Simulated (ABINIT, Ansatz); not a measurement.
## Quasiparticle gap of CsCdCl3 (Pm-3m) in ABINIT

Aim: the G0W0 gap of CsCdCl3 (Pm-3m) on LDA, step by step.

Main program and level: ABINIT 10.8.3; LDA and many-body steps on it, plane waves.

The database entry behind the starting cell is an old determination (1928), so it need not match the best structure at ambient conditions.

## 1. The structure

Symmetry: Pm-3m, No. 221, cubic system. Conventional cell: a = 5.200 Å, b = 5.200 Å, c = 5.200 Å, α = 90.00°, β = 90.00°, γ = 90.00°. Nearest to Cs lie 12 Cl at 3.68 Å. Cd has 6 Cl at 2.60 Å nearest. Nearest to Cl lie 2 Cd at 2.60 Å and 4 Cs at 3.68 Å. Farther neighbours and most contacts between anions are not listed.

The cell and positions come from the Crystallography Open Database and are kept as given unless a step says otherwise. Spin-orbit coupling is left out unless a step names it.

## 2. Ground state

This step: ABINIT 10.8.3; DFT, LDA, plane waves, norm-conserving pseudopotentials.

The ground-state density comes first.

The input, run.abi:

```
acell 3*1.0 Angstrom
rprim 
  5.200000000000 0.000000000000 0.000000000000
  0.000000000000 5.200000000000 0.000000000000
  0.000000000000 0.000000000000 5.200000000000
ntypat 3
znucl 55 48 17
natom 5
typat 1 2 3 3 3
xred 
  0.000000000000 0.000000000000 0.000000000000
  0.500000000000 0.500000000000 0.500000000000
  0.000000000000 0.500000000000 0.500000000000
  0.500000000000 0.000000000000 0.500000000000
  0.500000000000 0.500000000000 0.000000000000
pp_dirpath "pseudos"
pseudos "Cs.upf, Cd.upf, Cl.upf"
ecut 47
ngkpt 4 4 4
nshiftk 1
shiftk 0 0 0
kptopt 1
chksymbreak 0
nband 31
occopt 1
tolvrs 1e-08
nstep 60
prtwf 0
optforces 0
optstress 0
indata_prefix "in"
outdata_prefix "out"
tmpdata_prefix "tmp"
```

Launch:

```console
$ OMP_NUM_THREADS=1 mpirun -n 4 abinit run.abi > log
```

Numbers of over 12 decimals in the logs are rounded to 6 here.

Log:

```text
.Version 10.8.3 of ABINIT. v10.8.2 released Aug 2026.

 Symmetries : space group Pm -3 m (#221); Bravais cP (primitive cubic)
================================================================================
 Values of the parameters that define the memory need of the present run
     intxc =       0    ionmov =       0      iscf =       7    lmnmax =       8
     lnmax =       8     mgfft =      64  mpssoang =       4    mqgrid =    3033
     natom =       5  nloc_mem =       1    nspden =       1   nspinor =       1
    nsppol =       1      nsym =      48    n1xccc =    2501    ntypat =       3
    occopt =       1   xclevel =       1
-    mband =          31        mffmem =           1         mkmem =           3
       mpw =       14627          nfft =      262144          nkpt =          10
================================================================================
  Rough estimation (10% accuracy) of disk space for files :
================================================================================

--------------------------------------------------------------------------------
------------- Echo of variables that govern the present computation ------------
--------------------------------------------------------------------------------
 -outvars: echo values of preprocessed input variables --------
            acell      1.8897261259E+00  1.8897261259E+00  1.8897261259E+00 Bohr

      chksymbreak           0
             ecut      4.70000000E+01 Hartree
-          fftalg         312

              ixc       -1012
              kpt      0.00000000E+00  0.00000000E+00  0.00000000E+00
                       2.50000000E-01  0.00000000E+00  0.00000000E+00
                       5.00000000E-01  0.00000000E+00  0.00000000E+00
                       2.50000000E-01  2.50000000E-01  0.00000000E+00
                       5.00000000E-01  2.50000000E-01  0.00000000E+00
                       5.00000000E-01  5.00000000E-01  0.00000000E+00
                       2.50000000E-01  2.50000000E-01  2.50000000E-01
                       5.00000000E-01  2.50000000E-01  2.50000000E-01
                       5.00000000E-01  5.00000000E-01  2.50000000E-01
                       5.00000000E-01  5.00000000E-01  5.00000000E-01
         kptrlatt        4    0    0      0    4    0      0    0    4
          kptrlen      3.93063034E+01
P           mkmem           3
            natom           5
            nband          31
            ngfft          64      64      64
             nkpt          10
            nstep          60
             nsym          48
           ntypat           3
              occ      2.000000  2.000000  2.000000  2.000000  2.000000  2.000000
                       2.000000  2.000000  2.000000  2.000000  2.000000  2.000000
                       2.000000  2.000000  2.000000  2.000000  2.000000  2.000000
                       2.000000  2.000000  2.000000  2.000000  2.000000  2.000000
                       2.000000  0.000000  0.000000  0.000000  0.000000  0.000000
                       0.000000
        optforces           0
        optstress           0
            prtwf           0
            rprim      5.2000000000E+00  0.0000000000E+00  0.0000000000E+00
                       0.0000000000E+00  5.2000000000E+00  0.0000000000E+00
[...]
spgroup         221

           tolvrs      1.00000000E-08

             xred      0.0000000000E+00  0.0000000000E+00  0.0000000000E+00
[...]
znucl       55.00000   48.00000   17.00000

================================================================================

 chkinp: Checking input parameters for consistency.

================================================================================
== DATASET  1 ==================================================================
-   mpi_nproc: 4, omp_nthreads: 1 (-1 if OMP is not activated)

--- !DatasetInfo
iteration_state: {dtset: 1, }
dimensions: {natom: 5, nkpt: 10, mband: 31, nsppol: 1, nspinor: 1, nspden: 1, mpw: 14627, }
cutoff_energies: {ecut:  47.0, pawecutdg:  -1.0, }
electrons: {nelect:   5.00000000E+01, charge:   0.00000000E+00, occopt:   1.00000000E+00, tsmear:   1.00000000E-02, }

 Real(R)+Recip(G) space primitive vectors, cartesian coordinates (Bohr,Bohr^-1):
 R(1)=  9.8265759  0.0000000  0.0000000  G(1)=  0.1017648  0.0000000  0.0000000
 R(2)=  0.0000000  9.8265759  0.0000000  G(2)=  0.0000000  0.1017648  0.0000000
 R(3)=  0.0000000  0.0000000  9.8265759  G(3)=  0.0000000  0.0000000  0.1017648
 Unit cell volume ucvol=  9.4886982E+02 bohr^3
 Angles (23,13,12)=  9.00000000E+01  9.00000000E+01  9.00000000E+01 degrees

 getcut: wavevector=  0.0000  0.0000  0.0000  ngfft=  64  64  64
         ecut(hartree)=     47.000   => boxcut(ratio)=   2.11039

--- Pseudopotential description ------------------------------------------------
- Cs Generated using ONCVPSP code by D. R. Hamann
- 55.00000   9.00000  201201                  znucl, zion, pspdat
12 -1012 3 -1 2328                            pspcod,pspxc,lmax,lloc,mmax
     nproj     2     2     2     2
  pspatm : epsatm=   21.68725381
         --- l  ekb(1:nproj) -->
[...]
pspatm: atomic psp has been read  and splines computed

- Cd Generated using ONCVPSP code by D. R. Hamann
- 48.00000  20.00000  180309                  znucl, zion, pspdat
12 -1012 2 -1 1336                            pspcod,pspxc,lmax,lloc,mmax
     nproj     2     2     2     0
  pspatm : epsatm=   23.37058476
         --- l  ekb(1:nproj) -->
[...]
pspatm: atomic psp has been read  and splines computed

- Cl Generated using ONCVPSP code by D. R. Hamann
- 17.00000   7.00000  180309                  znucl, zion, pspdat
12 -1012 2 -1 1016                            pspcod,pspxc,lmax,lloc,mmax
     nproj     2     2     2     0
  pspatm : epsatm=    8.88507506
         --- l  ekb(1:nproj) -->
[...]
pspatm: atomic psp has been read  and splines computed

   3.58565319E+03                                ecore*ucvol(ha*bohr**3)
--------------------------------------------------------------------------------

_setup2: Arith. and geom. avg. npw (full set) are   14603.141   14603.125

================================================================================

--- !BeginCycle
iteration_state: {dtset: 1, }
solver: {iscf: 7, nstep: 60, nline: 4, wfoptalg: 0, }
tolerances: {tolvrs: 1.00E-08, }

     iter   Etot(hartree)      deltaE(h)  residm     vres2
 ETOT  1  -237.52176464707    -2.375E+02 3.663E+00 5.956E+04
 ETOT  2  -239.68441559866    -2.163E+00 1.579E+00 8.066E+04
 ETOT  3  -247.24887305019    -7.564E+00 6.161E-01 9.279E+03
 ETOT  4  -247.83127508919    -5.824E-01 1.076E-01 4.675E+03
 ETOT  5  -248.05279619862    -2.215E-01 1.181E-02 1.919E+03
 ETOT  6  -248.12197109659    -6.917E-02 1.429E-02 1.054E+03
 ETOT  7  -248.16356427801    -4.159E-02 1.584E-02 4.710E+02
 ETOT  8  -248.19787326767    -3.431E-02 1.613E-02 7.349E+00
 ETOT  9  -248.19862781257    -7.545E-04 6.897E-03 1.150E+00
 ETOT 10  -248.19871665474    -8.884E-05 3.120E-03 4.449E-03
 ETOT 11  -248.19871777901    -1.124E-06 1.923E-03 2.253E-04
 ETOT 12  -248.19871787859    -9.958E-08 2.203E-03 1.555E-04
 ETOT 13  -248.19871789719    -1.860E-08 1.713E-03 3.434E-06
 ETOT 14  -248.19871789926    -2.075E-09 1.360E-03 1.634E-06
 ETOT 15  -248.19871789950    -2.350E-10 1.003E-03 1.031E-07
 ETOT 16  -248.19871789950    -3.070E-12 3.888E-04 1.618E-08
 ETOT 17  -248.19871789953    -3.152E-11 8.053E-04 3.895E-09

 At SCF step   17       vres2   =  3.90E-09 < tolvrs=  1.00E-08 =>converged.

--- !ResultsGS
iteration_state: {dtset: 1, }
comment   : Summary of ground state results
lattice_vectors:
- [  9.8265759,   0.0000000,   0.0000000, ]
- [  0.0000000,   9.8265759,   0.0000000, ]
- [  0.0000000,   0.0000000,   9.8265759, ]
lattice_lengths: [   9.82658,    9.82658,    9.82658, ]
lattice_angles: [ 90.000,  90.000,  90.000, ] # degrees, (23, 13, 12)
lattice_volume:   9.4886982E+02
convergence: {deltae: -3.152E-11, res2:  3.895E-09, residm:  8.053E-04, diffor:  0.000E+00, }
etotal    :  -2.48198718E+02
entropy   :   0.00000000E+00
fermie    :   6.17708590E-02
cartesian_stress_tensor: null
pressure_GPa: null
xred      :
- [  0.0000E+00,   0.0000E+00,   0.0000E+00, Cs]
- [  5.0000E-01,   5.0000E-01,   5.0000E-01, Cd]
- [  0.0000E+00,   5.0000E-01,   5.0000E-01, Cl]
- [  5.0000E-01,   0.0000E+00,   5.0000E-01, Cl]
- [  5.0000E-01,   5.0000E-01,   0.0000E+00, Cl]
cartesian_forces: null
force_length_stats: {min: null, max: null, mean: null, }

 Integrated electronic density in atomic spheres:
 ------------------------------------------------
 Atom  Sphere_radius  Integrated_density
[...]
================================================================================

 ----iterations are completed or convergence reached----

 Mean square residual over all n,k,spin=   46.079E-07; max=  80.525E-05
 reduced coordinates (array xred) for    5 atoms
       0.000000000000      0.000000000000      0.000000000000
       0.500000000000      0.500000000000      0.500000000000
       0.000000000000      0.500000000000      0.500000000000
       0.500000000000      0.000000000000      0.500000000000
       0.500000000000      0.500000000000      0.000000000000
 rms dE/dt=  0.0000E+00; max dE/dt=  0.0000E+00; dE/dt below (all hartree)
    1       0.000000000000      0.000000000000      0.000000000000
    2       0.000000000000      0.000000000000      0.000000000000
    3       0.000000000000      0.000000000000      0.000000000000
    4       0.000000000000      0.000000000000      0.000000000000
    5       0.000000000000      0.000000000000      0.000000000000

 cartesian coordinates (angstrom) at end:
    1      0.000000     0.000000     0.000000
    2      2.600000     2.600000     2.600000
    3      0.000000     2.600000     2.600000
    4      2.600000     0.000000     2.600000
    5      2.600000     2.600000     0.000000
 length scales=  1.889726125908  1.889726125908  1.889726125908 bohr
              =  1.000000000000  1.000000000000  1.000000000000 angstroms
 prteigrs : about to open file out_EIG
 Fermi (or HOMO) energy (hartree) =   0.06177   Average Vxc (hartree)=  -0.34417
 Eigenvalues (hartree) for nkpt=  10  k points:
 kpt#   1, nband= 31, wtk=  0.01563, kpt=  0.0000  0.0000  0.0000 (reduced coord)
  -3.62760   -2.20048   -2.20048   -2.20048   -0.63658   -0.43689   -0.41646   -0.41646
  -0.17869   -0.17869   -0.17869   -0.16812   -0.16812   -0.15338   -0.15338   -0.15338
  -0.04353   -0.04353   -0.04353    0.02831    0.02831    0.02831    0.04035    0.04035
   0.04035    0.11729    0.26627    0.27860    0.27860    0.32541    0.32541
 prteigrs : prtvol=0 or 1, do not print more k-points.

--- !EnergyTerms
iteration_state     : {dtset: 1, }
comment             : Components of total free energy in Hartree
kinetic             :  8.33601887854344E+01
hartree             :  8.89716721696218E+01
xc                  : -4.43564624652811E+01
Ewald energy        : -1.29371482460484E+02
psp_core            :  3.77886736060203E+00
local_psp           : -2.64489313225918E+02
non_local_psp       :  1.39078119364951E+01
total_energy        : -2.48198717899530E+02
total_energy_eV     : -6.75383117852139E+03
band_energy         : -2.68516594036882E+01

== END DATASET(S) ==============================================================
================================================================================

 -outvars: echo values of variables after computation  --------
           etotal     -2.4819871790E+02
            nband          31
             nkpt          10
          spgroup         221
 [... the other variables as echoed above ...]

 Calculation completed.
```

Wall time 99 s (4 MPI ranks of Intel Xeon Platinum 8375C at 2.90GHz (Ice Lake), shared host); peak memory 0.6 GiB.

Numbers from this step:

| Property | Result |
| --- | --- |
| total energy | -6753.8312 eV |
| gap | 1.511 eV |
| k of the valence top | 0.5, 0.5, 0.5 |
| k of the conduction bottom | 0, 0, 0 |
| least direct gap | 2.094 eV |

The gap is indirect, with the least direct gap 0.58 eV higher.

(Part 1 of 3 ends here.)

[Paths, hosts, dates, memory and timing lines, banners, echoed tables and standing remarks are left out of the program output.]

[Logs are printed without paths, hosts, clocks, repeated set-up lines and the standing remarks that a program may print on its own settings, such as how far it seeks lower states.]

[Runs of the session that timed out or met a known fault of the program may be left out.]

[Hosts, paths, dates, database ids (printed as entryN), source tags and the programs' standing remarks are cut or masked in the printed files.]

[G0W0 gaps are taken among the corrected bands and points alone; a level outside them can change the order at an edge.]

[Where Ansatz stands beside ABINIT at settings called matched, ABINIT's density can come from a denser mesh and the files from another edition; pairs whose starting gaps differed by over 0.03 eV were left out, so agreement reads better than it is.]
